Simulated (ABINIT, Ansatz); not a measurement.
# Quasiparticle gap of CdF2 (Fm-3m) in ABINIT

Aim: the G0W0 gap of CdF2 (Fm-3m) on PBE, step by step.

Program: ABINIT 10.8.3. Level of theory: PBE and many-body steps on it, plane waves. Results are calculated unless marked as measured.

## 1. Starting point

It takes space group Fm-3m (No. 225, cubic). Conventional cell: a = 5.388 Å, b = 5.388 Å, c = 5.388 Å, α = 90.00°, β = 90.00°, γ = 90.00°. Nearest to Cd lie 8 F at 2.33 Å. Nearest to F lie 4 Cd at 2.33 Å. Farther neighbours and most contacts between anions are not listed.

The cell and positions come from the Crystallography Open Database and are kept as given unless a step says otherwise.

## 2. Ground state

This step: ABINIT 10.8.3; DFT, PBE, plane waves, norm-conserving pseudopotentials.

The ground-state density comes first.

run.abi

```
acell 3*1.0 Angstrom
rprim 
  0.000000000000 2.694000000000 2.694000000000
  2.694000000000 0.000000000000 2.694000000000
  2.694000000000 2.694000000000 -0.000000000000
ntypat 2
znucl 48 9
natom 3
typat 1 2 2
xred 
  0.000000000000 0.000000000000 0.000000000000
  0.250000000000 0.250000000000 0.250000000000
  0.750000000000 0.750000000000 0.750000000000
pp_dirpath "pseudos"
pseudos "Cd.upf, F.upf"
ecut 47
ngkpt 6 6 6
nshiftk 1
shiftk 0 0 0
kptopt 1
chksymbreak 0
nband 22
occopt 1
tolvrs 1e-10
nstep 60
prtwf 0
optforces 0
optstress 0
indata_prefix "in"
outdata_prefix "out"
tmpdata_prefix "tmp"
```

On the command line:

```
OMP_NUM_THREADS=1 mpirun -n 8 abinit run.abi > log
```

Numbers of over 12 decimals in the logs are rounded to 6 here.

The program printed:

```text
.Version 10.8.3 of ABINIT. v10.8.2 released Aug 2026.

 Symmetries : space group Fm -3 m (#225); Bravais cF (face-center cubic)
================================================================================
 Values of the parameters that define the memory need of the present run
     intxc =       0    ionmov =       0      iscf =       7    lmnmax =       6
     lnmax =       6     mgfft =      48  mpssoang =       3    mqgrid =    3001
     natom =       3  nloc_mem =       1    nspden =       1   nspinor =       1
    nsppol =       1      nsym =      48    n1xccc =    2501    ntypat =       2
    occopt =       1   xclevel =       2
-    mband =          22        mffmem =           1         mkmem =           2
       mpw =        4087          nfft =      110592          nkpt =          16
================================================================================
  Rough estimation (10% accuracy) of disk space for files :
================================================================================

--------------------------------------------------------------------------------
------------- Echo of variables that govern the present computation ------------
--------------------------------------------------------------------------------
 -outvars: echo values of preprocessed input variables --------
            acell      1.8897261259E+00  1.8897261259E+00  1.8897261259E+00 Bohr

      chksymbreak           0
             ecut      4.70000000E+01 Hartree
-          fftalg         312

              ixc     -101130
              kpt      0.00000000E+00  0.00000000E+00  0.00000000E+00
                       1.66666667E-01  0.00000000E+00  0.00000000E+00
                       3.33333333E-01  0.00000000E+00  0.00000000E+00
                       5.00000000E-01  0.00000000E+00  0.00000000E+00
                       1.66666667E-01  1.66666667E-01  0.00000000E+00
                       3.33333333E-01  1.66666667E-01  0.00000000E+00
                       5.00000000E-01  1.66666667E-01  0.00000000E+00
                      -3.33333333E-01  1.66666667E-01  0.00000000E+00
                      -1.66666667E-01  1.66666667E-01  0.00000000E+00
   [... 5 further rows ...]
                      -3.33333333E-01  3.33333333E-01  1.66666667E-01
                      -3.33333333E-01  5.00000000E-01  1.66666667E-01
         kptrlatt        6    0    0      0    6    0      0    0    6
          kptrlen      4.31979072E+01
P           mkmem           2
            natom           3
            nband          22
            ngfft          48      48      48
             nkpt          16
            nstep          60
             nsym          48
           ntypat           2
              occ      2.000000  2.000000  2.000000  2.000000  2.000000  2.000000
                       2.000000  2.000000  2.000000  2.000000  2.000000  2.000000
                       2.000000  2.000000  2.000000  2.000000  2.000000  0.000000
                       0.000000  0.000000  0.000000  0.000000
        optforces           0
        optstress           0
            prtwf           0
            rprim      0.0000000000E+00  2.6940000000E+00  2.6940000000E+00
[...]
spgroup         225

           tolvrs      1.00000000E-10

             xred      0.0000000000E+00  0.0000000000E+00  0.0000000000E+00
[...]
znucl       48.00000    9.00000

================================================================================

 chkinp: Checking input parameters for consistency.

================================================================================
== DATASET  1 ==================================================================
-   mpi_nproc: 8, omp_nthreads: 1 (-1 if OMP is not activated)

--- !DatasetInfo
iteration_state: {dtset: 1, }
dimensions: {natom: 3, nkpt: 16, mband: 22, nsppol: 1, nspinor: 1, nspden: 1, mpw: 4087, }
cutoff_energies: {ecut:  47.0, pawecutdg:  -1.0, }
electrons: {nelect:   3.40000000E+01, charge:   0.00000000E+00, occopt:   1.00000000E+00, tsmear:   1.00000000E-02, }

 Real(R)+Recip(G) space primitive vectors, cartesian coordinates (Bohr,Bohr^-1):
 R(1)=  0.0000000  5.0909222  5.0909222  G(1)= -0.0982140  0.0982140  0.0982140
 R(2)=  5.0909222  0.0000000  5.0909222  G(2)=  0.0982140 -0.0982140  0.0982140
 R(3)=  5.0909222  5.0909222  0.0000000  G(3)=  0.0982140  0.0982140 -0.0982140
 Unit cell volume ucvol=  2.6388784E+02 bohr^3
 Angles (23,13,12)=  6.00000000E+01  6.00000000E+01  6.00000000E+01 degrees

 getcut: wavevector=  0.0000  0.0000  0.0000  ngfft=  48  48  48
         ecut(hartree)=     47.000   => boxcut(ratio)=   2.16031

--- Pseudopotential description ------------------------------------------------
- Cd Generated using ONCVPSP code by D. R. Hamann
- 48.00000  20.00000  171031                  znucl, zion, pspdat
12 -101130 2 -1 1368                          pspcod,pspxc,lmax,lloc,mmax
     nproj     2     2     2
  pspatm : epsatm=   23.16453630
         --- l  ekb(1:nproj) -->
[...]
pspatm: atomic psp has been read  and splines computed

- F Generated using ONCVPSP code by D. R. Hamann
-  9.00000   7.00000  171031                  znucl, zion, pspdat
12 -101130 2 -1 832                           pspcod,pspxc,lmax,lloc,mmax
     nproj     2     2     1
  pspatm : epsatm=    4.87625608
         --- l  ekb(1:nproj) -->
[...]
2   -2.441503
 pspatm: atomic psp has been read  and splines computed

   1.11917965E+03                                ecore*ucvol(ha*bohr**3)
--------------------------------------------------------------------------------

_setup2: Arith. and geom. avg. npw (full set) are    4061.921    4061.898

================================================================================

--- !BeginCycle
iteration_state: {dtset: 1, }
solver: {iscf: 7, nstep: 60, nline: 4, wfoptalg: 0, }
tolerances: {tolvrs: 1.00E-10, }

     iter   Etot(hartree)      deltaE(h)  residm     vres2
 ETOT  1  -223.63176735040    -2.236E+02 2.725E+00 1.413E+03
 ETOT  2  -224.50298913281    -8.712E-01 8.319E-02 1.678E+03
 ETOT  3  -224.70679396403    -2.038E-01 3.108E-03 4.979E+01
 ETOT  4  -224.71139101455    -4.597E-03 5.150E-04 1.998E+01
 ETOT  5  -224.71229993558    -9.089E-04 1.976E-04 4.881E+00
 ETOT  6  -224.71308530075    -7.854E-04 9.652E-05 3.119E-02
 ETOT  7  -224.71308873447    -3.434E-06 2.095E-04 9.655E-04
 ETOT  8  -224.71308867841     5.606E-08 9.632E-05 7.982E-04
 ETOT  9  -224.71308878466    -1.063E-07 1.016E-04 4.573E-07
 ETOT 10  -224.71308878471    -4.962E-11 9.904E-05 1.592E-08
 ETOT 11  -224.71308878473    -1.734E-11 2.072E-04 9.241E-11

 At SCF step   11       vres2   =  9.24E-11 < tolvrs=  1.00E-10 =>converged.

--- !ResultsGS
iteration_state: {dtset: 1, }
comment   : Summary of ground state results
lattice_vectors:
- [  0.0000000,   5.0909222,   5.0909222, ]
- [  5.0909222,   0.0000000,   5.0909222, ]
- [  5.0909222,   5.0909222,  -0.0000000, ]
lattice_lengths: [   7.19965,    7.19965,    7.19965, ]
lattice_angles: [ 60.000,  60.000,  60.000, ] # degrees, (23, 13, 12)
lattice_volume:   2.6388784E+02
convergence: {deltae: -1.734E-11, res2:  9.241E-11, residm:  2.072E-04, diffor:  0.000E+00, }
etotal    :  -2.24713089E+02
entropy   :   0.00000000E+00
fermie    :   1.14494563E-01
cartesian_stress_tensor: null
pressure_GPa: null
xred      :
- [  0.0000E+00,   0.0000E+00,   0.0000E+00, Cd]
- [  2.5000E-01,   2.5000E-01,   2.5000E-01,  F]
- [  7.5000E-01,   7.5000E-01,   7.5000E-01,  F]
cartesian_forces: null
force_length_stats: {min: null, max: null, mean: null, }

 Integrated electronic density in atomic spheres:
 ------------------------------------------------
 Atom  Sphere_radius  Integrated_density
[...]
2        2.00000          7.04110802
    3        2.00000          7.04110802
================================================================================

 ----iterations are completed or convergence reached----

 Mean square residual over all n,k,spin=   79.257E-08; max=  20.720E-05
 reduced coordinates (array xred) for    3 atoms
       0.000000000000      0.000000000000      0.000000000000
       0.250000000000      0.250000000000      0.250000000000
       0.750000000000      0.750000000000      0.750000000000
 rms dE/dt=  0.0000E+00; max dE/dt=  0.0000E+00; dE/dt below (all hartree)
    1       0.000000000000      0.000000000000      0.000000000000
    2       0.000000000000      0.000000000000      0.000000000000
    3       0.000000000000      0.000000000000      0.000000000000

 cartesian coordinates (angstrom) at end:
    1      0.000000     0.000000     0.000000
    2      1.347000     1.347000     1.347000
    3      4.041000     4.041000     4.041000
 length scales=  1.889726125908  1.889726125908  1.889726125908 bohr
              =  1.000000000000  1.000000000000  1.000000000000 angstroms
 prteigrs : about to open file out_EIG
 Fermi (or HOMO) energy (hartree) =   0.11449   Average Vxc (hartree)=  -0.39118
 Eigenvalues (hartree) for nkpt=  16  k points:
 kpt#   1, nband= 22, wtk=  0.00463, kpt=  0.0000  0.0000  0.0000 (reduced coord)
  -3.50241   -2.07272   -2.07272   -2.07272   -0.64666   -0.60621   -0.09030   -0.09030
  -0.09030   -0.04620   -0.04620    0.07948    0.07948    0.07948    0.09700    0.09700
   0.09700    0.23002    0.58342    0.58342    0.58342    0.76535
 prteigrs : prtvol=0 or 1, do not print more k-points.

--- !EnergyTerms
iteration_state     : {dtset: 1, }
comment             : Components of total free energy in Hartree
kinetic             :  9.42038521653302E+01
hartree             :  6.59542414520932E+01
xc                  : -3.53695288897920E+01
Ewald energy        : -1.39421659606732E+02
psp_core            :  4.24111874353286E+00
local_psp           : -2.13304577453705E+02
non_local_psp       : -1.01653519545839E+00
total_energy        : -2.24713088784731E+02
total_energy_eV     : -6.11475465344874E+03
band_energy         : -2.17913730642650E+01

== END DATASET(S) ==============================================================
================================================================================

 -outvars: echo values of variables after computation  --------
           etotal     -2.2471308878E+02
            nband          22
             nkpt          16
          spgroup         225
 [... the other variables as echoed above ...]

 Calculation completed.
```

Run time: 9.5 s. Hardware: 8 MPI ranks of AMD EPYC 7R43, shared host; peak memory 0.72 GiB; 73 s of CPU time.

Numbers from this step:

```
total energy               : -6114.7547 eV
gap                        : 3.144 eV
k of the valence top       : -0.3333, 0.5, 0.1667
k of the conduction bottom : 0, 0, 0
least direct gap           : 3.620 eV
```

The gap is indirect, with the least direct gap 0.48 eV higher.

(Part 1 of 3 ends here.)

[Paths, hosts, dates, memory and timing lines, banners, echoed tables and standing remarks are left out of the program output.]

[Logs are printed without paths, hosts, clocks, repeated set-up lines and the standing remarks that a program may print on its own settings, such as how far it seeks lower states.]

[Runs of the session that timed out or met a known fault of the program may be left out.]

[Hosts, paths, dates, database ids (printed as entryN), source tags and the programs' standing remarks are cut or masked in the printed files.]

[G0W0 gaps are taken among the corrected bands and points alone; a level outside them can change the order at an edge.]

[Where Ansatz stands beside ABINIT at settings called matched, ABINIT's density can come from a denser mesh and the files from another edition; pairs whose starting gaps differed by over 0.03 eV were left out, so agreement reads better than it is.]
